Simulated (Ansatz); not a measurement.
# CaInGe in the AlB2 type: lattice stability ahead of a resistivity run

Question: is the lattice of CaInGe in the AlB2 type stable, and if so, what are its coupling constant and resistivity?

Calculated with Ansatz 0.2.0; DFT PBEsol, scalar-relativistic, plane waves, PAW; PAW set soft_1.

Report form: the programs' logs are mostly left out.

The structure was built from a prototype and need not be the compound's stable phase.

### Step 1. The structure

Symmetry: P-6m2, No. 187, hexagonal system. The conventional cell has a = 4.662 Å, b = 4.662 Å, c = 4.895 Å, α = 90.00°, β = 90.00°, γ = 120.00°. Nearest to Ca lie 6 In at 3.64 Å and 6 Ge at 3.64 Å. Nearest to Ge lie 3 In at 2.69 Å and 6 Ca at 3.64 Å. Nearest to In lie 3 Ge at 2.69 Å and 6 Ca at 3.64 Å. Farther neighbours are not listed.

### Step 2. Relaxing cell and atoms

Lattice constant and positions set the bands and the force constants, so the cell is relaxed first.

input.yaml

```yaml
crystal:
  lattice:
    - [4.66196, 0.0, 0.0]
    - [-2.33098, 4.03738, 0.0]
    - [0.0, 0.0, 4.89506]
  atoms:
    - { symbol: Ca, position: [0.0, 0.0, 0.0] }
    - { symbol: Ge, position: [0.33333333, 0.66666667, 0.5] }
    - { symbol: In, position: [0.66666667, 0.33333333, 0.5] }
kpoints:
  mp_grid: { grid: [9, 9, 6] }
hamiltonian:
  xc: pbesol
  pseudopotentials: { kind: paw, azcp: { folder: soft_1 }, xc_functional: pbe }
scf:
  occupations: { method: gaussian, width: 0.1 }
output:
  forces: true
  stress: true
  eigenvalues: true
relax:
  adjacent_minimum: "off"
  f_tol: 0.005
  max_steps: 80
  cell: { stress_tol: 0.05 }
```

The run is started by

```sh
> ansatz run input.yaml --threads 4 --pin off --max-ram 12288MiB --backend cpu --events-out ev --progress --plain --runs-dir out
```

It took 19 s on 4 threads of Arm Neoverse V2, shared host; peak memory 0.51 GiB; 71 s of CPU time.

Step by step:

```csv
step,energy less that of the first step (eV),largest force component (eV/Å),pressure (GPa),volume (Å³)
1,0.0000,0.0000,-5.06,92.14
2,-0.2459,0.0000,-2.60,82.64
3,-0.3250,0.0000,-0.11,76.32
4,-0.3305,0.0000,0.02,75.01
5,-0.3316,0.0000,-0.01,75.38
6*,-0.3308,0.0000,-0.02,75.38
```

Relaxation steps marked * repeat the geometry before them on a plane-wave basis chosen anew for their cell, so energy and pressure can jump there.

The run keeps the 12 symmetry operations that it works with, so distortions that break them were not tested.

```csv
"conventional cell, symmetrised",before,after,change
a (Å),4.662,4.486,-3.8 %
b (Å),4.662,4.486,-3.8 %
c (Å),4.895,4.326,-11.6 %
volume (Å³/atom),30.71,25.13,-18.2 %
```

The relaxed structure:

```
Ca Ge In
1.0
     4.48561    0.00000    0.00000
    -2.24280    3.88465    0.00000
     0.00000    0.00000    4.32614
Ca Ge In
1 1 1
Cartesian
  0.0000 0.0000 0.0000
  0.0000 2.5898 2.1631
  2.2428 1.2949 2.1631
```

This step gave:

```yaml
pressure: -0.01964 GPa
volume_per_atom: 25.13 Å³/atom
metallic_on_mesh: yes
gap_on_the_k_mesh: 0 eV
```

The largest force is now zero by symmetry and the largest stress component 0.020 GPa.

### Step 3. Relaxing cell and atoms

The cell moved far, so the relaxation is started again from the new cell to confirm it.

input.yaml, the sections that differ from step 2:

```yaml
crystal:
  lattice:
    - [4.4856096911, 0.0, 0.0]
    - [-2.2428048456, 3.884651944, 0.0]
    - [0.0, 0.0, 4.3261358344]
  atoms:
    - { symbol: Ca, position: [0.0, 0.0, 0.0] }
    - { symbol: Ge, position: [0.3333333333, 0.6666666667, 0.5] }
    - { symbol: In, position: [0.6666666667, 0.3333333333, 0.5] }
kpoints:
  mp_grid: { grid: [9, 9, 8] }
# hamiltonian, scf, output, relax: as in step 2
```

The job ended after 9.8 s (4 threads; peak memory 0.48 GiB; 37 s of CPU time).

The steps of the relaxation:

```csv
step,energy less that of the first step (eV),largest force component (eV/Å),pressure (GPa),volume (Å³)
1,0.0000,0.0000,-0.10,75.38
2,-0.0002,0.0000,0.02,75.31
3,-0.0002,0.0000,0.02,75.31
```

The log counts 1 steps on a newly chosen plane-wave basis, not all of them marked here; energy and pressure can jump at such steps.

```csv
"conventional cell, symmetrised",before,after,change
a (Å),4.486,4.478,-0.2 %
b (Å),4.486,4.478,-0.2 %
c (Å),4.326,4.336,+0.2 %
volume (Å³/atom),25.13,25.10,-0.1 %
```

Final coordinates:

```xyz
3
Lattice="4.4782 0.0000 0.0000 -2.2391 3.8782 0.0000 0.0000 0.0000 4.3363" Properties=species:S:1:pos:R:3 pbc="T T T"
Ca    0.0000    0.0000    0.0000
Ge    0.0000    2.5855    2.1681
In    2.2391    1.2927    2.1681
```

This step gave:

```
pressure        : 0.01651 GPa
volume per atom : 25.10 Å³/atom
```

The largest force is now zero by symmetry and the largest stress component 0.027 GPa.

### Step 4. Tight relaxation

No force is left; the cell is relaxed once more with another smearing and tight thresholds.

input.yaml, the sections that differ from step 3:

```yaml
crystal:
  lattice:
    - [4.4782094428, 0.0, 0.0]
    - [-2.2391047214, 3.8782431409, 0.0]
    - [0.0, 0.0, 4.3362629154]
  atoms:
    - { symbol: Ca, position: [0.0, 0.0, 0.0] }
    - { symbol: Ge, position: [0.3333333333, 0.6666666667, 0.5] }
    - { symbol: In, position: [0.6666666667, 0.3333333333, 0.5] }
kpoints:
  mp_grid: { grid: [9, 9, 6] }
scf:
  occupations: { method: methfessel_paxton, width: 0.2 }
relax:
  adjacent_minimum: "off"
  f_tol: 0.001
  max_steps: 60
  cell: { stress_tol: 0.01 }
# hamiltonian, output: as in step 3
```

Elapsed: 10 s, on 4 threads; peak memory 0.47 GiB.

Relaxation path:

```csv
step,energy less that of the first step (eV),largest force component (eV/Å),pressure (GPa),volume (Å³)
1,0.0000,0.0000,0.10,75.31
2,-0.0002,0.0000,-0.01,75.37
3,-0.0002,0.0000,0.00,75.34
4,-0.0002,0.0000,0.00,75.34
```

The log counts 1 steps on a newly chosen plane-wave basis, not all of them marked here; energy and pressure can jump at such steps.

```csv
"conventional cell, symmetrised",before,after,change
a (Å),4.478,4.485,+0.2 %
b (Å),4.478,4.485,+0.2 %
c (Å),4.336,4.324,-0.3 %
volume (Å³/atom),25.10,25.11,+0.0 %
```

Final coordinates:

```
Ca Ge In
1.0
     4.48545    0.00000    0.00000
    -2.24273    3.88452    0.00000
     0.00000    0.00000    4.32414
Ca Ge In
1 1 1
Direct
  0.00000 0.00000 0.00000
  0.33333 0.66667 0.50000
  0.66667 0.33333 0.50000
```

Numbers from this step:

```yaml
pressure: -0.002275 GPa
volume_per_atom: 25.11 Å³/atom
```

The largest force is now zero by symmetry and the largest stress component 0.0025 GPa, small enough for phonons.

### Step 5. Phonons: q 2×2×2, k 4×4×4

Couplings are defined for a stable lattice alone, so phonons come first.

input.yaml

```yaml
crystal:
  lattice:
    - [4.4854529232, 0.0, 0.0]
    - [-2.2427264616, 3.884516179, 0.0]
    - [0.0, 0.0, 4.3241398756]
  atoms:
    - { symbol: Ca, position: [0.0, 0.0, 0.0] }
    - { symbol: Ge, position: [0.3333333333, 0.6666666667, 0.5] }
    - { symbol: In, position: [0.6666666667, 0.3333333333, 0.5] }
kpoints:
  mp_grid: { grid: [4, 4, 4] }
hamiltonian:
  xc: pbesol
  pseudopotentials: { kind: paw, azcp: { folder: soft_1 }, xc_functional: pbe }
scf:
  occupations: { method: methfessel_paxton, width: 0.2 }
output:
  eigenvalues: true
phonons:
  method: dfpt
  qmesh: [2, 2, 2]
  temperatures: { t_max: 1000, t_step: 50 }
  qpath:
    path:
      - [[0.0, 0.0, 0.0], [0.5, 0.0, 0.0], [0.33333333, 0.33333333, 0.0], [0.0, 0.0, 0.0], [0.0, 0.0, 0.5], [0.5, 0.0, 0.5], [0.33333333, 0.33333333, 0.5], [0.0, 0.0, 0.5]]
      - [[0.5, 0.0, 0.5], [0.5, 0.0, 0.0]]
      - [[0.33333333, 0.33333333, 0.5], [0.33333333, 0.33333333, 0.0]]
    npoints: 10
```

It took 32 s on 4 threads; peak memory 0.58 GiB.

Numbers from this step:

```
share of imaginary modes in the plain interpolation between solved wavevectors : 0.1116
highest frequency, solved or plainly interpolated                              : 224.7 cm⁻¹
```

Solved on the 2×2×2 mesh alone; all other wavevectors are interpolated. The phonon branches at the labelled points (cm⁻¹):

```csv
point,branch 1,branch 2,branch 3,branch 4,branch 5,branch 6,branch 7,branch 8,branch 9
Γ,-36,0,0,0,129,129,146,216,216
halfway,-47,29,29,86,121,125,147,209,218
M,-56,33,44,98,125,146,147,192,220
halfway,-48,35,51,98,117,146,153,187,222
K,-27,-14,66,93,113,145,162,179,223
halfway,-47,29,38,94,116,129,147,206,219
Γ,-36,0,0,0,129,129,146,216,216
halfway,-60,38,38,49,125,125,148,220,220
A,-78,57,57,70,118,118,149,225,225
halfway,-77,58,62,89,117,118,154,214,219
L,-72,46,58,112,116,117,161,201,213
halfway,-67,38,57,114,118,124,158,188,220
H,-59,20,57,114,118,144,146,178,224
halfway,-76,57,58,98,116,118,154,209,220
A,-78,57,57,70,118,118,149,225,225
jump to L,-72,46,58,112,116,117,161,201,213
halfway,-64,43,47,107,121,127,158,197,216
M,-56,33,44,98,125,146,147,192,220
jump to H,-59,20,57,114,118,144,146,178,224
halfway,-44,-12,62,102,116,145,155,179,223
K,-27,-14,66,93,113,145,162,179,223
```

Lowest modes at the softest wavevector of the mesh. Modes at q = (0.000, 0.000, 0.500), with each element's share of the kinetic energy (negative means imaginary):

```csv
mode,frequency (cm⁻¹),Ca %,Ge %,In %
1,-78.2,0,32,68
2,57.0,0,41,59
3,57.0,0,41,59
4,70.3,0,68,32
5,118.4,100,0,0
6,118.4,100,0,0
```

Displacements in mode 1 (-78.2 cm⁻¹), the largest set to 1, in the home cell:
```
Ca1  0.00  0.00  0.00
Ge2  0.00  0.00 -0.87
In3  0.00  0.00  1.00
```

Displacements in mode 6 (118.4 cm⁻¹), the largest set to 1, in the home cell:
```
Ca1 0.00 1.00 0.00
Ge2 0.00 0.00 0.00
In3 0.00 0.00 0.00
```

Among the solved wavevectors the lowest mode, translations apart, is -78.2 cm⁻¹, imaginary.

### Step 6. Phonons: q 3×3×2, k 6×6×6

An imaginary mode on so few k-points may come from the sampling, so the phonons are repeated with another q and k mesh.

Changes to input.yaml since step 5:

```diff
@@ -10,3 +10,3 @@
 kpoints:
-  mp_grid: { grid: [4, 4, 4] }
+  mp_grid: { grid: [6, 6, 6] }
 hamiltonian:
@@ -20,3 +20,3 @@
   method: dfpt
-  qmesh: [2, 2, 2]
+  qmesh: [3, 3, 2]
   temperatures: { t_max: 1000, t_step: 50 }
```

The job ended after 2 min (4 threads; peak memory 0.75 GiB).

Numbers from this step:

```
share of imaginary modes in the plain interpolation between solved wavevectors : 0.1083
highest frequency, solved or plainly interpolated                              : 244.1 cm⁻¹
```

Solved on the 3×3×2 mesh alone; all other wavevectors are interpolated. Phonon branches along the path, in cm⁻¹:

```csv
point,branch 1,branch 2,branch 3,branch 4,branch 5,branch 6,branch 7,branch 8,branch 9
Γ,-63,0,0,0,134,134,155,231,231
halfway,-52,34,39,92,131,131,155,223,232
M,-36,40,55,110,126,153,158,202,232
halfway,-25,52,54,106,119,152,163,195,234
K,17,46,67,100,114,151,172,185,235
halfway,-48,43,44,98,127,135,154,218,233
Γ,-63,0,0,0,134,134,155,231,231
halfway,-67,40,40,56,129,129,162,230,230
A,-72,59,59,78,122,122,170,229,229
halfway,-69,63,66,93,123,126,168,221,229
L,-51,51,60,124,126,128,170,208,231
halfway,-46,52,59,126,131,135,167,198,239
H,-40,52,59,127,133,153,159,188,244
halfway,-66,63,64,102,123,127,167,216,232
A,-72,59,59,78,122,122,170,229,229
jump to L,-51,51,60,124,126,128,170,208,231
halfway,-41,49,50,116,126,140,166,205,232
M,-36,40,55,110,126,153,158,202,232
jump to H,-40,52,59,127,133,153,159,188,244
halfway,5,39,63,111,125,155,165,186,240
K,17,46,67,100,114,151,172,185,235
```

Lowest modes at the softest wavevector of the mesh. The modes at q = (0.000, 0.000, 0.500) (shares of kinetic energy by element, %) (negative means imaginary):

```csv
mode,frequency (cm⁻¹),Ca %,Ge %,In %
1,-71.8,0,45,55
2,59.0,0,40,60
3,59.0,0,40,60
4,77.7,0,55,45
5,122.4,100,0,0
6,122.4,100,0,0
```

Displacements in mode 1 (-71.8 cm⁻¹), the largest set to 1, in the home cell:
```
Ca1  0.00  0.00  0.00
Ge2  0.00  0.00 -1.00
In3  0.00  0.00  0.87
```

Displacements in mode 6 (122.4 cm⁻¹), the largest set to 1, in the home cell:
```
Ca1 0.00 1.00 0.00
Ge2 0.00 0.00 0.00
In3 0.00 0.00 0.00
```

The modes has structure finer than the step of the table below, so its rows give means over 10 cm⁻¹, whole bins alone (the curve runs from -81.7 to 261 cm⁻¹). Peaks (cm⁻¹: height): Ca 125.4: 0.135, 166.4: 0.0505; Ge -60.2: 0.0105, 49.9: 0.0466, 166.4: 0.0110, 231.1: 0.0709; In -49.4: 0.0160, 60.7: 0.0454, 110.3: 0.0178, 164.2: 0.0129, 231.1: 0.0444.

Phonopy on the run's constants, 15x15x13 mesh, Gaussian sigma 2.5 cm⁻¹. The modes by wavenumber; means over each step; values in 1/cm⁻¹/cell:

```csv
wavenumber (cm⁻¹),Ca,Ge,In
-70,8.2e-5,0.00562,0.00736
-60,3.6e-4,0.00998,0.0132
-50,8.8e-4,0.00903,0.0154
-40,8.1e-4,0.00814,0.0120
-30,3.0e-4,0.00460,0.00488
-20,7.3e-5,0.00219,0.00152
-10,3.4e-5,1.8e-4,4.2e-4
0,1.8e-5,3.3e-4,9.3e-5
10,1.3e-4,0.00135,7.5e-4
20,4.6e-4,0.00122,0.00153
30,0.00119,0.00285,0.00413
40,0.00318,0.0125,0.0158
50,0.00618,0.0400,0.0359
60,0.00374,0.0295,0.0375
70,9.3e-4,0.00583,0.00670
80,4.4e-4,0.00262,0.00381
90,9.0e-4,0.00244,0.00471
100,0.00493,0.00278,0.00790
110,0.0203,0.00337,0.0157
120,0.0570,0.00257,0.00850
130,0.0891,0.00609,0.0101
140,0.0159,0.00308,0.00664
150,0.0235,0.00215,0.00504
160,0.0405,0.00643,0.00909
170,0.0243,0.00549,0.00548
180,6.6e-5,5.2e-4,4.9e-5
190,2.8e-4,0.00831,0.00128
200,0.00100,0.0175,0.00528
210,0.00129,0.0190,0.00803
220,5.1e-4,0.0159,0.00891
230,1.0e-3,0.0504,0.0314
240,8.6e-4,0.0174,0.0103
250,3.7e-5,3.5e-4,2.0e-4
```

No LO-TO term; unit eigenvectors of the mass-weighted matrix. Modes at Γ, with each element's share of the kinetic energy (negative means imaginary):

```csv
mode,frequency (cm⁻¹),symmetry,Ca %,Ge %,In %
1,-63.1,A2'',0,61,39
2,0.0,unnamed,18,32,50
3,0.0,unnamed,18,32,50
4,0.0,unnamed,18,32,50
5,134.5,E',82,9,9
6,134.5,E',82,9,9
7,154.7,A2'',82,7,11
8,231.1,E',0,59,41
9,231.1,E',0,59,41
```

Displacements in mode 1 (-63.1 cm⁻¹), the largest set to 1:
```
Ca1  0.00  0.00 -0.01
Ge2  0.00  0.00  1.00
In3  0.00  0.00 -0.63
```

Displacements in mode 6 (134.5 cm⁻¹), the largest set to 1:
```
Ca1  0.00  1.00  0.00
Ge2  0.00 -0.24  0.00
In3  0.00 -0.20  0.00
```

Among the solved wavevectors the lowest mode, translations apart, is -71.8 cm⁻¹, imaginary.

### Step 7. Outcome

* phonon run of the rows without a label of their own: PBEsol, q 3×3×2, k 6×6×6
* softest mode on the q mesh: -71.8 cm⁻¹ at q = (0, 0, 0.5)
* highest frequency, solved or plainly interpolated: 244 cm⁻¹

In words: The lattice is dynamically unstable at this level: a mode at q = (0, 0, 0.5) is imaginary, 71.8i cm⁻¹, so no harmonic coupling constant or resistivity is defined for this structure. These meshes are coarse, and single modes of a metal can move by tens of cm⁻¹ with the k mesh. The phonon runs are not spin-polarised. The PAW files were made for PBE; under other functionals the run regenerates their frozen core. The structure was built by hand as an ordered model, and its stability against other phases was not tested.

[Logs are printed without paths, hosts, clocks, repeated set-up lines and the standing remarks that a program may print on its own settings, such as how far it seeks lower states.]

[Hosts, paths, dates, database ids (printed as entryN), source tags and the programs' standing remarks are cut or masked in the printed files.]
